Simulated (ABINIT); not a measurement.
**Quasiparticle gap of SrTiO3 (Tausonite) in ABINIT**

Aim: the G0W0 gap of SrTiO3 (Tausonite) on PBE, step by step.

Method: PBE and many-body steps on it, plane waves, in ABINIT 10.8.3.

**Experimental background.**

- Gap 3.77 eV: direct gap (M0 critical point); spectroscopic ellipsometry, second-derivative fit; 300 K; bulk crystal (commercial single crystal) (“Optical probe of ferroelectric order in bulk and thin film perovskite titanates”, 2013, arxiv:1309.1245).

### Step 1. The starting structure

It takes space group Pm-3m (No. 221, cubic). Conventional cell: a = 3.905 Å, b = 3.905 Å, c = 3.905 Å, α = 90.00°, β = 90.00°, γ = 90.00°. Sr has 12 O at 2.76 Å nearest. Ti has 6 O at 1.95 Å nearest. O has 2 Ti at 1.95 Å and 4 Sr at 2.76 Å nearest. Farther neighbours and most contacts between anions are not listed.

The cell and positions come from the Crystallography Open Database and are kept as given unless a step says otherwise.

### Step 2. Ground state

This step: ABINIT 10.8.3; DFT, PBE, plane waves, norm-conserving pseudopotentials.

The ground-state density comes first.

Input file run.abi:

```
acell 3*1.0 Angstrom
rprim 
  3.905280000000 0.000000000000 0.000000000000
  0.000000000000 3.905280000000 0.000000000000
  0.000000000000 0.000000000000 3.905280000000
ntypat 3
znucl 38 22 8
natom 5
typat 1 2 3 3 3
xred 
  0.500000000000 0.500000000000 0.500000000000
  0.000000000000 0.000000000000 0.000000000000
  0.500000000000 0.000000000000 0.000000000000
  0.000000000000 0.500000000000 0.000000000000
  0.000000000000 0.000000000000 0.500000000000
pp_dirpath "pseudos"
pseudos "Sr.upf, Ti.upf, O.upf"
ecut 38
ngkpt 6 6 6
nshiftk 1
shiftk 0 0 0
kptopt 1
chksymbreak 0
nband 26
occopt 1
tolvrs 1e-10
nstep 60
prtwf 0
optforces 0
optstress 0
indata_prefix "in"
outdata_prefix "out"
tmpdata_prefix "tmp"
```

Command:

```
OMP_NUM_THREADS=1 mpirun -n 8 abinit run.abi > log
```

Numbers of over 12 decimals in the logs are rounded to 6 here.

The log of the run:

```text
.Version 10.8.3 of ABINIT. v10.8.2 released Aug 2026.

 Symmetries : space group Pm -3 m (#221); Bravais cP (primitive cubic)
================================================================================
 Values of the parameters that define the memory need of the present run
     intxc =       0    ionmov =       0      iscf =       7    lmnmax =       6
     lnmax =       6     mgfft =      45  mpssoang =       3    mqgrid =    3001
     natom =       5  nloc_mem =       1    nspden =       1   nspinor =       1
    nsppol =       1      nsym =      48    n1xccc =    2501    ntypat =       3
    occopt =       1   xclevel =       2
-    mband =          26        mffmem =           1         mkmem =           3
       mpw =        4525          nfft =       91125          nkpt =          20
================================================================================
  Rough estimation (10% accuracy) of disk space for files :
================================================================================

--------------------------------------------------------------------------------
------------- Echo of variables that govern the present computation ------------
--------------------------------------------------------------------------------
 -outvars: echo values of preprocessed input variables --------
            acell      1.8897261259E+00  1.8897261259E+00  1.8897261259E+00 Bohr

      chksymbreak           0
             ecut      3.80000000E+01 Hartree
-          fftalg         312

              ixc     -101130
              kpt      0.00000000E+00  0.00000000E+00  0.00000000E+00
                       1.66666667E-01  0.00000000E+00  0.00000000E+00
                       3.33333333E-01  0.00000000E+00  0.00000000E+00
                       5.00000000E-01  0.00000000E+00  0.00000000E+00
                       1.66666667E-01  1.66666667E-01  0.00000000E+00
                       3.33333333E-01  1.66666667E-01  0.00000000E+00
                       5.00000000E-01  1.66666667E-01  0.00000000E+00
                       3.33333333E-01  3.33333333E-01  0.00000000E+00
                       5.00000000E-01  3.33333333E-01  0.00000000E+00
   [... 9 further rows ...]
                       5.00000000E-01  5.00000000E-01  3.33333333E-01
                       5.00000000E-01  5.00000000E-01  5.00000000E-01
         kptrlatt        6    0    0      0    6    0      0    0    6
          kptrlen      4.42794579E+01
P           mkmem           3
            natom           5
            nband          26
            ngfft          45      45      45
             nkpt          20
            nstep          60
             nsym          48
           ntypat           3
              occ      2.000000  2.000000  2.000000  2.000000  2.000000  2.000000
                       2.000000  2.000000  2.000000  2.000000  2.000000  2.000000
                       2.000000  2.000000  2.000000  2.000000  2.000000  2.000000
                       2.000000  2.000000  0.000000  0.000000  0.000000  0.000000
                       0.000000  0.000000
        optforces           0
        optstress           0
            prtwf           0
            rprim      3.9052800000E+00  0.0000000000E+00  0.0000000000E+00
[...]
spgroup         221

           tolvrs      1.00000000E-10

             xred      5.0000000000E-01  5.0000000000E-01  5.0000000000E-01
[...]
znucl       38.00000   22.00000    8.00000

================================================================================

 chkinp: Checking input parameters for consistency.

================================================================================
== DATASET  1 ==================================================================
-   mpi_nproc: 8, omp_nthreads: 1 (-1 if OMP is not activated)

--- !DatasetInfo
iteration_state: {dtset: 1, }
dimensions: {natom: 5, nkpt: 20, mband: 26, nsppol: 1, nspinor: 1, nspden: 1, mpw: 4525, }
cutoff_energies: {ecut:  38.0, pawecutdg:  -1.0, }
electrons: {nelect:   4.00000000E+01, charge:   0.00000000E+00, occopt:   1.00000000E+00, tsmear:   1.00000000E-02, }

 Real(R)+Recip(G) space primitive vectors, cartesian coordinates (Bohr,Bohr^-1):
 R(1)=  7.3799096  0.0000000  0.0000000  G(1)=  0.1355030  0.0000000  0.0000000
 R(2)=  0.0000000  7.3799096  0.0000000  G(2)=  0.0000000  0.1355030  0.0000000
 R(3)=  0.0000000  0.0000000  7.3799096  G(3)=  0.0000000  0.0000000  0.1355030
 Unit cell volume ucvol=  4.0193251E+02 bohr^3
 Angles (23,13,12)=  9.00000000E+01  9.00000000E+01  9.00000000E+01 degrees

 getcut: wavevector=  0.0000  0.0000  0.0000  ngfft=  45  45  45
         ecut(hartree)=     38.000   => boxcut(ratio)=   2.14855

--- Pseudopotential description ------------------------------------------------
- Sr Generated using ONCVPSP code by D. R. Hamann
- 38.00000  10.00000  171031                  znucl, zion, pspdat
12 -101130 2 -1 1834                          pspcod,pspxc,lmax,lloc,mmax
     nproj     2     2     2
  pspatm : epsatm=   12.84204793
         --- l  ekb(1:nproj) -->
[...]
pspatm: atomic psp has been read  and splines computed

- Ti Generated using ONCVPSP code by D. R. Hamann
- 22.00000  12.00000  171031                  znucl, zion, pspdat
12 -101130 2 -1 1586                          pspcod,pspxc,lmax,lloc,mmax
     nproj     2     2     2
  pspatm : epsatm=   14.68144553
         --- l  ekb(1:nproj) -->
[...]
pspatm: atomic psp has been read  and splines computed

- O Generated using ONCVPSP code by D. R. Hamann
-  8.00000   6.00000  171031                  znucl, zion, pspdat
12 -101130 2 -1 936                           pspcod,pspxc,lmax,lloc,mmax
     nproj     2     2     1
  pspatm : epsatm=    6.19545534
         --- l  ekb(1:nproj) -->
[...]
2   -1.331955
 pspatm: atomic psp has been read  and splines computed

   1.84439438E+03                                ecore*ucvol(ha*bohr**3)
--------------------------------------------------------------------------------

_setup2: Arith. and geom. avg. npw (full set) are    4500.495    4500.470

================================================================================

--- !BeginCycle
iteration_state: {dtset: 1, }
solver: {iscf: 7, nstep: 60, nline: 4, wfoptalg: 0, }
tolerances: {tolvrs: 1.00E-10, }

     iter   Etot(hartree)      deltaE(h)  residm     vres2
 ETOT  1  -142.93984632578    -1.429E+02 1.204E-01 1.913E+03
 ETOT  2  -134.35252462204     8.587E+00 1.309E-01 3.322E+04
 ETOT  3  -143.46700343535    -9.114E+00 7.517E-02 4.465E+02
 ETOT  4  -143.48430351532    -1.730E-02 1.176E-02 2.757E+02
 ETOT  5  -143.52490314262    -4.060E-02 3.524E-03 7.963E+01
 ETOT  6  -143.53667094116    -1.177E-02 2.378E-03 2.084E+01
 ETOT  7  -143.54052405821    -3.853E-03 9.859E-03 1.503E+00
 ETOT  8  -143.54082156406    -2.975E-04 1.867E-03 1.093E-01
 ETOT  9  -143.54084400344    -2.244E-05 4.528E-03 3.528E-04
 ETOT 10  -143.54084405618    -5.273E-08 1.489E-03 1.322E-04
 ETOT 11  -143.54084407869    -2.251E-08 1.326E-03 4.309E-06
 ETOT 12  -143.54084407962    -9.339E-10 9.459E-04 1.902E-09
 ETOT 13  -143.54084407962    -4.547E-12 1.805E-03 8.134E-10
 ETOT 14  -143.54084407963    -3.723E-12 1.226E-03 2.542E-12

 At SCF step   14       vres2   =  2.54E-12 < tolvrs=  1.00E-10 =>converged.

--- !ResultsGS
iteration_state: {dtset: 1, }
comment   : Summary of ground state results
lattice_vectors:
- [  7.3799096,   0.0000000,   0.0000000, ]
- [  0.0000000,   7.3799096,   0.0000000, ]
- [  0.0000000,   0.0000000,   7.3799096, ]
lattice_lengths: [   7.37991,    7.37991,    7.37991, ]
lattice_angles: [ 90.000,  90.000,  90.000, ] # degrees, (23, 13, 12)
lattice_volume:   4.0193251E+02
convergence: {deltae: -3.723E-12, res2:  2.542E-12, residm:  1.226E-03, diffor:  0.000E+00, }
etotal    :  -1.43540844E+02
entropy   :   0.00000000E+00
fermie    :   2.54497182E-01
cartesian_stress_tensor: null
pressure_GPa: null
xred      :
- [  5.0000E-01,   5.0000E-01,   5.0000E-01, Sr]
- [  0.0000E+00,   0.0000E+00,   0.0000E+00, Ti]
- [  5.0000E-01,   0.0000E+00,   0.0000E+00,  O]
- [  0.0000E+00,   5.0000E-01,   0.0000E+00,  O]
- [  0.0000E+00,   0.0000E+00,   5.0000E-01,  O]
cartesian_forces: null
force_length_stats: {min: null, max: null, mean: null, }

 Integrated electronic density in atomic spheres:
 ------------------------------------------------
 Atom  Sphere_radius  Integrated_density
[...]
================================================================================

 ----iterations are completed or convergence reached----

 Mean square residual over all n,k,spin=   83.496E-07; max=  12.261E-04
 reduced coordinates (array xred) for    5 atoms
       0.500000000000      0.500000000000      0.500000000000
       0.000000000000      0.000000000000      0.000000000000
       0.500000000000      0.000000000000      0.000000000000
       0.000000000000      0.500000000000      0.000000000000
       0.000000000000      0.000000000000      0.500000000000
 rms dE/dt=  0.0000E+00; max dE/dt=  0.0000E+00; dE/dt below (all hartree)
    1       0.000000000000      0.000000000000      0.000000000000
    2       0.000000000000      0.000000000000      0.000000000000
    3       0.000000000000      0.000000000000      0.000000000000
    4       0.000000000000      0.000000000000      0.000000000000
    5       0.000000000000      0.000000000000      0.000000000000

 cartesian coordinates (angstrom) at end:
    1      1.952640     1.952640     1.952640
    2      0.000000     0.000000     0.000000
    3      1.952640     0.000000     0.000000
    4      0.000000     1.952640     0.000000
    5      0.000000     0.000000     1.952640
 length scales=  1.889726125908  1.889726125908  1.889726125908 bohr
              =  1.000000000000  1.000000000000  1.000000000000 angstroms
 prteigrs : about to open file out_EIG
 Fermi (or HOMO) energy (hartree) =   0.25450   Average Vxc (hartree)=  -0.42036
 Eigenvalues (hartree) for nkpt=  20  k points:
 kpt#   1, nband= 26, wtk=  0.00463, kpt=  0.0000  0.0000  0.0000 (reduced coord)
  -1.81815   -0.94790   -0.94625   -0.94625   -0.94625   -0.38343   -0.34734   -0.34734
  -0.28601   -0.28601   -0.28601    0.15118    0.15118    0.15118    0.21165    0.21165
   0.21165    0.24145    0.24145    0.24145    0.32460    0.32460    0.32460    0.41575
   0.41576    0.45510
 prteigrs : prtvol=0 or 1, do not print more k-points.

--- !EnergyTerms
iteration_state     : {dtset: 1, }
comment             : Components of total free energy in Hartree
kinetic             :  6.54542980228895E+01
hartree             :  3.02029718585664E+01
xc                  : -2.97726453297860E+01
Ewald energy        : -1.06245779347251E+02
psp_core            :  4.58881612978461E+00
local_psp           : -1.06039726698923E+02
non_local_psp       : -1.72877871490884E+00
total_energy        : -1.43540844079628E+02
total_energy_eV     : -3.90594535032490E+03
band_energy         : -1.20259377884531E+01

== END DATASET(S) ==============================================================
================================================================================

 -outvars: echo values of variables after computation  --------
           etotal     -1.4354084408E+02
            nband          26
             nkpt          20
          spgroup         221
 [... the other variables as echoed above ...]

 Calculation completed.
```

Elapsed: 54 s, on 8 MPI ranks of Intel Xeon Platinum 8375C at 2.90GHz (Ice Lake), shared host; peak memory 0.74 GiB; 6.6 min of CPU time.

This step gave:

| Property | Result |
| --- | --- |
| total energy | -3905.9454 eV |
| gap | 1.908 eV |
| k of the valence top | 0.5, 0.5, 0.5 |
| k of the conduction bottom | 0, 0, 0 |
| least direct gap | 2.263 eV |

The gap is indirect, with the least direct gap 0.36 eV higher.

### Step 3. Empty states on the mesh, 4×4×4 mesh, 184 bands

The sums over transitions need many empty states on a uniform mesh; this step solves for them.

run.abi, as its differences from that of step 2:

```diff
@@ -18,3 +18,3 @@
 ecut 38
-ngkpt 6 6 6
+ngkpt 4 4 4
 nshiftk 1
@@ -23,9 +23,10 @@
 chksymbreak 0
-nband 26
+irdden 1
+istwfk *1
+nband 184
+prtvol 0
+optdriver 6
+gwr_task "HDIAGO"
+paral_kgb 0
 occopt 1
-tolvrs 1e-10
-nstep 60
-prtwf 0
-optforces 0
-optstress 0
 indata_prefix "in"
```

The log of the run:

```text
[banner, memory and clock lines left out]
.Version 10.8.3 of ABINIT. v10.8.2 released Aug 2026.

 Symmetries : space group Pm -3 m (#221); Bravais cP (primitive cubic)
[... echo of the input left out ...]
== DATASET  1 ==================================================================
-   mpi_nproc: 8, omp_nthreads: 1 (-1 if OMP is not activated)

--- !DatasetInfo
iteration_state: {dtset: 1, }
dimensions: {natom: 5, nkpt: 10, mband: 184, nsppol: 1, nspinor: 1, nspden: 1, mpw: 4632, }
cutoff_energies: {ecut:  38.0, pawecutdg:  -1.0, }
electrons: {nelect:   4.00000000E+01, charge:   0.00000000E+00, occopt:   1.00000000E+00, tsmear:   1.00000000E-02, }

.Using double precision arithmetic; gwpc =  8

- Reading GS density from: in_DEN

--- Pseudopotential description ------------------------------------------------
- Sr Generated using ONCVPSP code by D. R. Hamann
- 38.00000  10.00000  171031                  znucl, zion, pspdat
12 -101130 2 -1 1834                          pspcod,pspxc,lmax,lloc,mmax
     nproj     2     2     2
  pspatm : epsatm=   12.84204793
         --- l  ekb(1:nproj) -->
             0    9.951127    1.027824
             1    7.382610    1.665143
             2    4.168853    0.950057
 pspatm: atomic psp has been read  and splines computed

- Ti Generated using ONCVPSP code by D. R. Hamann
- 22.00000  12.00000  171031                  znucl, zion, pspdat
12 -101130 2 -1 1586                          pspcod,pspxc,lmax,lloc,mmax
     nproj     2     2     2
  pspatm : epsatm=   14.68144553
         --- l  ekb(1:nproj) -->
[...]
pspatm: atomic psp has been read  and splines computed

- O Generated using ONCVPSP code by D. R. Hamann
-  8.00000   6.00000  171031                  znucl, zion, pspdat
12 -101130 2 -1 936                           pspcod,pspxc,lmax,lloc,mmax
     nproj     2     2     1
  pspatm : epsatm=    6.19545534
         --- l  ekb(1:nproj) -->
             0    6.056735    0.824024
             1   -4.717130   -1.149271
             2   -1.331955
 pspatm: atomic psp has been read  and splines computed

   1.84439438E+03                                ecore*ucvol(ha*bohr**3)

 Total charge density [el/Bohr^3]
)     Maximum=    1.3479E+00  at reduced coord.    0.0000    0.0000    0.9111
)     Minimum=    5.0390E-03  at reduced coord.    0.4889    0.4889    0.0000
   Integrated=    4.0000E+01

 === KS gaps after direct diagonalization ===
 Indirect band gap semiconductor
 Fundamental gap:     1.908 (eV)
   VBM:     6.925 (eV) at k: [ 5.0000E-01,  5.0000E-01,  5.0000E-01]
   CBM:     8.833 (eV) at k: [ 0.0000E+00,  0.0000E+00,  0.0000E+00]
 Direct gap:         2.263 (eV) at k: [ 0.0000E+00,  0.0000E+00,  0.0000E+00]

== END DATASET(S) ==============================================================

 -outvars: echo values of variables after computation  --------
           etotal      0.0000000000E+00
            nband         184
             nkpt          10
          spgroup         221
 [... the other variables as echoed above ...]

 Calculation completed.
```

Wall time 3.7 min (8 MPI ranks); peak memory 9.2 GiB.

Numbers from this step:

| Quantity | Value |
| --- | --- |
| gap | 1.908 eV |
| k of the valence top | 0.5, 0.5, 0.5 |
| k of the conduction bottom | 0, 0, 0 |
| least direct gap | 2.263 eV |
| k points computed | 10 |
| lowest point of the top converged band, above the valence top | 95.6501 eV |

On this mesh the gap is 1.908 eV.

### Step 4. Screening, 4×4×4 mesh, 176 bands, screening to 163.3 eV

The RPA dielectric matrix is built and inverted for each q.

This step: RPA screening on PBE, plane waves, norm-conserving pseudopotentials.

run.abi, as its differences from that of step 3:

```diff
@@ -23,10 +23,11 @@
 chksymbreak 0
-irdden 1
 istwfk *1
-nband 184
-prtvol 0
-optdriver 6
-gwr_task "HDIAGO"
-paral_kgb 0
 occopt 1
+irdwfk 1
+optdriver 3
+nband 176
+ecuteps 6
+inclvkb 2
+awtr 1
+symchi 1
 indata_prefix "in"
```

The log of the run:

```text
.Version 10.8.3 of ABINIT. v10.8.2 released Aug 2026.

 Symmetries : space group Pm -3 m (#221); Bravais cP (primitive cubic)
[... echo of the input left out ...]
== DATASET  1 ==================================================================
-   mpi_nproc: 8, omp_nthreads: 1 (-1 if OMP is not activated)

--- !DatasetInfo
iteration_state: {dtset: 1, }
dimensions: {natom: 5, nkpt: 10, mband: 176, nsppol: 1, nspinor: 1, nspden: 1, mpw: 4632, }
cutoff_energies: {ecut:  38.0, pawecutdg:  -1.0, }
electrons: {nelect:   4.00000000E+01, charge:   0.00000000E+00, occopt:   1.00000000E+00, tsmear:   1.00000000E-02, }

 SCREENING: Calculation of the susceptibility and dielectric matrices

 Based on a program developped by R.W. Godby, V. Olevano, G. Onida, and L. Reining.
 Incorporated in ABINIT by V. Olevano, G.-M. Rignanese, and M. Torrent.
.Using double precision arithmetic ; gwpc =  8

[... cell and pseudopotentials left out ...]
--------------------------------------------------------------------------------

 ==== K-mesh for the wavefunctions ====
 Number of points in the irreducible wedge :    10
[... list of points left out ...]
 Together with 48 symmetry operations and time-reversal symmetry
 yields    64 points in the full Brillouin Zone.

 ==== Q-mesh for the screening function ====
 Number of points in the irreducible wedge :    10
[... list of points left out ...]
 Together with 48 symmetry operations and time-reversal symmetry
 yields    64 points in the full Brillouin Zone.

 setmesh: FFT mesh size selected  =    30x   30x   30
          total number of points  =        27000

 vcoul_init : cutoff-mode = AUXILIARY_FUNCTION
 q-points for optical limit:   1
     1)      0.000010    0.000020    0.000030

- screening: taking advantage of time-reversal symmetry
- Maximum band index for partially occupied states nbvw = 20
- Remaining bands to be divided among processors   nbcw = 156
- Number of bands treated by each node ~19

 Number of electrons calculated from density =   40.0000; Expected =   40.0000
 average of density, n =  0.099519
 r_s =    1.3387
 omega_plasma =   30.4305 [eV]

 calculating chi0 at frequencies [eV] :
  1    0.000000E+00    0.000000E+00
  2    0.000000E+00    3.043050E+01

--------------------------------------------------------------------------------
  q-point number  1        q = ( 0.000000, 0.000000, 0.000000) [r.l.u.]
--------------------------------------------------------------------------------
[... chi0 elements left out ...]
 For q-point:  0.000010 0.000020 0.000030
  dielectric constant =   6.4039
  dielectric constant without local fields =   6.7748

  Average fulfillment of the sum rule on Im[epsilon] for q-point    1 :     73.38  [%]
[... wings left out ...]
  q-point number  2        q = ( 0.250000, 0.000000, 0.000000) [r.l.u.]
--------------------------------------------------------------------------------
[... chi0 elements left out ...]
  Average fulfillment of the sum rule on Im[epsilon] for q-point    2 :     81.73  [%]

 [... 8 further q-points ...]
```

Wall time 2.6 min (8 MPI ranks); peak memory 2.4 GiB; 21 min of CPU time.

This step gave:

| Quantity | Value |
| --- | --- |
| ε∞ with local fields, on this mesh, along the program's q direction | 6.404 |
| the same without local fields | 6.775 |
| plasma frequency | 30.43 eV |
| plane waves in the screening matrix | 257 |

Local fields lower ε∞ by 5 %. On a Γ-centred mesh this coarse the value itself is usually too large, while a short band sum pulls it down.

(Part 1 of 2 ends here.)

[Paths, hosts, dates, memory and timing lines, banners, echoed tables and standing remarks are left out of the program output.]

[Logs are printed without paths, hosts, clocks, repeated set-up lines and the standing remarks that a program may print on its own settings, such as how far it seeks lower states.]

[Runs of the session that timed out or met a known fault of the program may be left out.]

[Hosts, paths, dates, database ids (printed as entryN), source tags and the programs' standing remarks are cut or masked in the printed files.]

[G0W0 gaps are taken among the corrected bands and points alone; a level outside them can change the order at an edge.]

[Where Ansatz stands beside ABINIT at settings called matched, ABINIT's density can come from a denser mesh and the files from another edition; pairs whose starting gaps differed by over 0.03 eV were left out, so agreement reads better than it is.]
